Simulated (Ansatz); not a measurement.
# Thread scaling of a slab run: Ag(111), 3x3 cell, 4 layers

How many threads does one SCF run on Ag(111), 3x3 cell, 4 layers use well?

Calculated with Ansatz 0.2.0; plane-wave DFT, PBE, Ansatz PAW.

This is a report of a sequence of runs, with the program logs left out and the cost of each run kept.

**1. The structure**

The cell holds 36 atoms: 36 Ag. Cell: a = 8.676 Å, b = 8.676 Å, c = 25.084 Å, α = 90.0°, β = 90.0°, γ = 60.0°. Vacuum lies along c.

**2. Run, threads 56**

One input is run on fewer and fewer threads, with nothing else on the machine.

The input, input.yaml:

```yaml
crystal:
  lattice:
    - [8.6762002052, 0.0, 0.0]
    - [4.3381001026, 7.513809786, 0.0]
    - [0.0, 0.0, 25.084087803]
  atoms:
    - { symbol: Ag, position: [0.0, 0.0, 0.3587931947] }
    - { symbol: Ag, position: [0.1111111111, 0.1111111111, 0.4529310649] }
    - { symbol: Ag, position: [0.2222222222, 0.2222222222, 0.5470689351] }
    - { symbol: Ag, position: [0.0, 0.0, 0.6412068053] }
    - { symbol: Ag, position: [0.0, 0.3333333333, 0.3587931947] }
    - { symbol: Ag, position: [0.1111111111, 0.4444444444, 0.4529310649] }
    - { symbol: Ag, position: [0.2222222222, 0.5555555556, 0.5470689351] }
    - { symbol: Ag, position: [0.0, 0.3333333333, 0.6412068053] }
[... 24 atom lines left out ...]
    - { symbol: Ag, position: [0.6666666667, 0.6666666667, 0.3587931947] }
    - { symbol: Ag, position: [0.7777777778, 0.7777777778, 0.4529310649] }
    - { symbol: Ag, position: [0.8888888889, 0.8888888889, 0.5470689351] }
    - { symbol: Ag, position: [0.6666666667, 0.6666666667, 0.6412068053] }
kpoints:
  mp_grid: { grid: [5, 5, 1] }
hamiltonian:
  xc: pbe
scf:
  occupations: { method: fermi_dirac, width: 0.1 }
  convergence: { dr2_threshold: 1.0e-08 }
efield:
  axis: 3
  dipole_correction: true
  ramp_position: 0.97
  ramp_width: 0.06
output:
  write_potential: true
  write_density: true
  volumetric_format: npy
```

Command:

```bash
$ ansatz run input.yaml --threads 56 --pin off --max-ram 81920MiB --backend cpu --events-out ev --progress --plain --runs-dir out
```

Run time: 33 s. Hardware: 56 threads of Arm Neoverse N1, host not shared; peak memory 14 GiB.

This step gave:

| Quantity | Value |
| --- | --- |
| energy at zero smearing | -273253.5454 eV |
| work function, upper face | 4.466 eV |
| dipole along the normal | -8.97e-7 e·Å |
| wall time | 32.83 s |
| core time | 30.64 min |

Running mean over a fixed 2.6 Å (it still follows the layers) of the planar mean; the ramp of the sawtooth is left out. The electron's electrostatic potential energy less the Fermi level by z:

z (Å), electron's electrostatic potential energy less the Fermi level (eV) and a bar from the least value:
```
      3.5       4.47 ##############################
      4.0       4.47 ##############################
      4.5       4.46 ##############################
      5.0       4.46 ##############################
      5.5       4.44 ##############################
      6.0       4.37 ##############################
      6.5       4.14 #############################
      7.0       3.20 ###########################
      7.5       0.74 ####################
      8.0      -2.33 ############
      8.5      -4.34 #######
      9.0      -5.01 #####
      9.5      -5.81 ###
     10.0      -6.65 #
     10.5      -6.55 #
     11.0      -5.72 ###
     11.5      -5.50 ####
     12.0      -6.27 ##
     12.5      -6.85 
     13.0      -6.42 #
     13.5      -5.57 ###
     14.0      -5.61 ###
     14.5      -6.44 #
     15.0      -6.71 
     15.5      -5.99 ##
     16.0      -5.10 #####
     16.5      -4.50 ######
     17.0      -2.79 ###########
     17.5       0.21 ###################
     18.0       2.90 ##########################
     18.5       4.06 #############################
     19.0       4.35 ##############################
     19.5       4.43 ##############################
     20.0       4.46 ##############################
     20.5       4.46 ##############################
     21.0       4.47 ##############################
     21.5       4.47 ##############################
     22.0       4.47 ##############################
```

The work function of the upper face is 4.47 eV.

**3. Run, threads 28**

input.yaml is that of step 2.

Command:

```bash
$ ansatz run input.yaml --threads 28 --pin off --max-ram 81920MiB --backend cpu --events-out ev --progress --plain --runs-dir out
```

Elapsed: 54 s, on 28 threads; peak memory 14 GiB.

The work function of the upper face is 4.47 eV.

**4. Run, threads 16**

input.yaml is that of step 3.

Command:

```bash
$ ansatz run input.yaml --threads 16 --pin off --max-ram 81920MiB --backend cpu --events-out ev --progress --plain --runs-dir out
```

Wall time 87 s (16 threads); peak memory 14 GiB.

The work function of the upper face is 4.47 eV.

**5. Run, threads 8**

input.yaml is that of step 4.

Command:

```bash
$ ansatz run input.yaml --threads 8 --pin off --max-ram 81920MiB --backend cpu --events-out ev --progress --plain --runs-dir out
```

Elapsed: 2.7 min, on 8 threads; peak memory 13 GiB.

The work function of the upper face is 4.47 eV.

**6. Run, threads 4**

input.yaml is that of step 5.

Command:

```bash
$ ansatz run input.yaml --threads 4 --pin off --max-ram 81920MiB --backend cpu --events-out ev --progress --plain --runs-dir out
```

Elapsed: 5.4 min, on 4 threads; peak memory 11 GiB.

The work function of the upper face is 4.47 eV.

**7. Run, threads 2**

input.yaml is that of step 6.

Command:

```bash
$ ansatz run input.yaml --threads 2 --pin off --max-ram 81920MiB --backend cpu --events-out ev --progress --plain --runs-dir out
```

Elapsed: 11 min, on 2 threads; peak memory 7.3 GiB.

The work function of the upper face is 4.47 eV.

**8. Comparing the runs**

The series side by side:

```csv
threads,wall time (s),core time (min)
2,640.3,21.34
4,323.2,21.54
8,164.7,21.96
16,86.96,23.19
28,53.6,25.01
56,32.83,30.64
```

**9. Outcome**

```yaml
wall_time_on_56_threads: 33 s
wall_time_on_28_threads: 54 s
wall_time_on_16_threads: 87 s
wall_time_on_8_threads: 2.7 min
wall_time_on_4_threads: 5.4 min
wall_time_on_2_threads: 11 min
```

In words: Against 2 threads, the parallel efficiency is 99 % on 4, 97 % on 8, 92 % on 16, 85 % on 28 and 70 % on 56; it stays over 70 % up to 28 threads. The shortest run takes 33 s on 56 threads. The work function agrees within 0.0 meV across the runs. Each time is from one run.

[Long decimals in the printed logs are rounded to 6 places.]

[Logs are printed without paths, hosts, clocks, repeated set-up lines and the standing remarks that a program may print on its own settings, such as how far it seeks lower states.]

[Hosts, paths, dates, database ids (printed as entryN), source tags and the programs' standing remarks are cut or masked in the printed files.]

[Maps of the electrostatic potential energy from Ansatz leave out the sawtooth potential of an applied field or a dipole correction, so their vacuum need not be flat; planar profiles and work functions include it.]
